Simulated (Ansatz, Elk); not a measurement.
# How far do independent atoms describe LuVGe2?, part 2 of 2

Structure refinements treat a crystal as free atoms side by side. For a made-up structure of LuVGe2 (cell and positions from a PBE relaxation) the runs below show what the calculated density changes in F(hkl).

Elk 11.2.3 (patched build); all-electron DFT.

So far: Starting point; Ground state and structure factors; The magnetisation density.

The structure was built from a prototype and need not be the compound's stable phase.

## (4) The highest occupied states alone

Level of this step: DFT, PBE, all-electron APW+lo, Dirac cores, scalar-relativistic bands, static density, ferromagnetic start (Elk).

An energy window below the Fermi level keeps the highest occupied states, to see at which angles they scatter; shallow core shells can lie inside it and anion s states outside. No new self-consistency is needed.

Contents of elk.in:

```
tasks
  195

xctype
  20

spinpol
  .true.

rgkmax
  7.0

gmaxvr
  14.0

lmaxo
  7

lmaxapw
  8

swidth
  0.002

tshift
  .false.

ramdisk
  .false.

hmaxvr
  5.5

maxscl
  120

epspot
  1e-06

reducebf
  0.8

wsfac
  -0.083280 0.584210

sppath
  './'

avec
  3.71078601309 -19.16327687885 0.00000000000
  3.71078601309 19.16327687885 0.00000000000
  0.00000000000 0.00000000000 7.26252644821

atoms
  3
  'Lu.in'
  2
  0.9123170045 0.0876829955 0.7500000000   0.000000 0.000000 0.000000
  0.0876829955 0.9123170045 0.2500000000   0.000000 0.000000 0.000000
  'Ge.in'
  4
  0.5401495825 0.4598504175 0.7500000000   0.000000 0.000000 0.000000
  0.4598504175 0.5401495825 0.2500000000   0.000000 0.000000 0.000000
  0.2489225993 0.7510774007 0.7500000000   0.000000 0.000000 0.000000
  0.7510774007 0.2489225993 0.2500000000   0.000000 0.000000 0.000000
  'V.in'
  2
  0.6636676069 0.3363323931 0.7500000000   0.000000 0.000000 -0.060000
  0.3363323931 0.6636676069 0.2500000000   0.000000 0.000000 -0.060000

ngridk
  5 5 5
```

On the command line:

```sh
> OMP_NUM_THREADS=4 elk
```

Numbers of over 12 decimals in the logs are rounded to 6 here.

Log:

```text
┌─────────────────────────────────┐
│ Elk code version 11.2.3 started │
└─────────────────────────────────┘

Info(readinput): the functional depends on the density's gradient
 muffin-tin radial points multiplied by    2.00000
 (not where nrmtscf is given)

┌────────────────────┐
│ Current task : 195 │
└────────────────────┘
Info(checkmt): changed muffin-tin radius of species 2 (Ge) from   2.4000 to   2.3420
Info(checkmt): changed muffin-tin radius of species 3 (V) from   2.4000 to   2.3420

Info(sfacrho): density structure factors written to SFACRHO.OUT

 Energy window :  -0.8328000000E-01  0.5842100000

┌──────────────────┐
│ Elk code stopped │
└──────────────────┘
```

Elapsed: 27 s, on 4 threads of Arm Neoverse V2, shared host; peak memory 0.51 GiB; 45 s of CPU time.

States within 10 eV below the Fermi level hold 57.76 electrons; any levels below the window count with the cores, and a count that is not whole means the window cuts a band. Their amplitudes can exceed the total, where window and core parts have opposite phase:

| hkl | sin θ/λ (Å⁻¹) | abs F, window | abs F, all |
| --- | --- | --- | --- |
| 020 | 0.049 | 9.374 | 34.426 |
| 040 | 0.099 | 14.839 | 11.683 |
| 110 | 0.130 | 17.180 | 35.452 |
| 001 | 0.130 | 0.000 | 0.000 |
| 021 | 0.139 | 17.390 | 52.481 |
| 130 | 0.147 | 1.105 | 14.002 |
| 060 | 0.148 | 23.400 | 140.290 |
| 041 | 0.163 | 21.820 | 86.563 |
| 150 | 0.177 | 24.086 | 142.980 |
| 111 | 0.184 | 14.297 | 54.460 |

## (5) Another functional

The difference from free atoms is small, so it is set against the change that LDA (Perdew-Wang) makes.

elk.in: that of step 4 with these lines changed.

```diff
@@ -1,6 +1,8 @@
 tasks
+  0
   195
+  196
 
 xctype
-  20
+  3
 
@@ -42,5 +44,2 @@
 
-wsfac
-  -0.083280 0.584210
-
 sppath
```

On the command line:

```sh
> OMP_NUM_THREADS=4 elk
```

Log:

```text
┌─────────────────────────┐
│ Elk code version 11.2.3 │
└─────────────────────────┘

All units are atomic (Hartree, Bohr, etc.)

┌─────────────────────────────────────────────────┐
│ Ground-state run starting from atomic densities │
└─────────────────────────────────────────────────┘

Lattice vectors :
   3.710786013      -19.16327688       0.000000000
   3.710786013       19.16327688       0.000000000
   0.000000000       0.000000000       7.262526448

Reciprocal lattice vectors :
  0.8466111068     -0.1639381758       0.000000000
[...]
error                       :   0.2422737365E-02

Moments :
 interstitial                :   0.4617759039
 muffin-tins
  species : 1 (Lu)
[...]
species : 2 (Ge)
[...]
species : 3 (V)
   atom 1                    :    1.195676099
   atom 2                    :    1.195676099
 total in muffin-tins        :    2.451993101
 total moment                :    2.913769005

RMS change in Kohn-Sham potential (target) :   0.7974120041E-06 (  0.1000000000E-05)
Absolute change in total energy (target)   :   0.1008065010E-03 (  0.1000000000E-03)

┌──────────────────┐
│ Loop number : 22 │
└──────────────────┘
[key lines of the parts left out:]
total energy                :     -39424.239442221
```

Elapsed: 7.5 min, on 4 threads; peak memory 0.64 GiB.

The run was cut off at its time limit.

## (6) A coarser k-mesh

About half the k-points along each axis test the sampling.

elk.in: that of step 5 with these lines changed.

```diff
@@ -6,3 +6,3 @@
 xctype
-  3
+  20
 
@@ -70,2 +70,2 @@
 ngridk
-  5 5 5
+  2 2 2
```

On the command line:

```sh
> OMP_NUM_THREADS=4 elk
```

Log:

```text
┌─────────────────────────┐
│ Elk code version 11.2.3 │
└─────────────────────────┘

All units are atomic (Hartree, Bohr, etc.)

┌─────────────────────────────────────────────────┐
│ Ground-state run starting from atomic densities │
└─────────────────────────────────────────────────┘

Lattice vectors :
   3.710786013      -19.16327688       0.000000000
   3.710786013       19.16327688       0.000000000
   0.000000000       0.000000000       7.262526448

Reciprocal lattice vectors :
  0.8466111068     -0.1639381758       0.000000000
[...]
error                       :   0.2374295680E-02

Moments :
 interstitial                :   0.4951752416
 muffin-tins
  species : 1 (Lu)
[...]
species : 2 (Ge)
[...]
species : 3 (V)
   atom 1                    :    1.309317028
   atom 2                    :    1.309317028
 total in muffin-tins        :    2.679710016
 total moment                :    3.174885258

RMS change in Kohn-Sham potential (target) :   0.8685594592E-04 (  0.1000000000E-05)
Absolute change in total energy (target)   :   0.2794676126E-02 (  0.1000000000E-03)

┌──────────────────┐
│ Loop number : 24 │
└──────────────────┘
[key lines of the parts left out:]
total energy                :     -39457.293553058
```

Run time: 4.5 min. Hardware: 4 threads; peak memory 0.94 GiB.

The run was cut off at its time limit.

## (7) Summary of results

```yaml
r_against_neutral_atoms_sin_theta_lambda_0p3_a_minus1: 0.44 %
r_against_neutral_atoms_0p3_to_0p55_a_minus1: 0.23 %
```

Independent neutral atoms miss the calculated amplitudes by R = 0.44 % below 0.3 Å⁻¹ and 0.23 % from there to 0.55 Å⁻¹; by shells, 0.75 % below 0.15 Å⁻¹ (6 forms), 0.42 % 0.15 to 0.3 (27 forms), 0.24 % 0.3 to 0.45 (54 forms), 0.22 % above 0.45 (57 forms). Bonding, aspherical density and the tables' own atoms all enter these figures, and the runs don't part them. The largest change of an amplitude is -1.11 electrons, at 200. The magnetic order is that of the start. No other order was tried here, and an antiferromagnetic one would change or move the magnetic intensity. The window's part falls from 57.8 electrons at the origin to at most 11.69 between 0.45 and 0.55 Å⁻¹, where compact states inside the window still scatter. The basis has no finished test. The k-mesh has no finished test. Spin-orbit coupling is left out, which can matter for elements this heavy. Part of the difference isn't bonding: the tables are fits to free atoms and ions calculated by other methods than this functional. Thermal motion, anomalous dispersion and extinction are left out.

[Logs are printed without paths, hosts, clocks, repeated set-up lines and the standing remarks that a program may print on its own settings, such as how far it seeks lower states.]

[Hosts, paths, dates, database ids (printed as entryN), source tags and the programs' standing remarks are cut or masked in the printed files.]
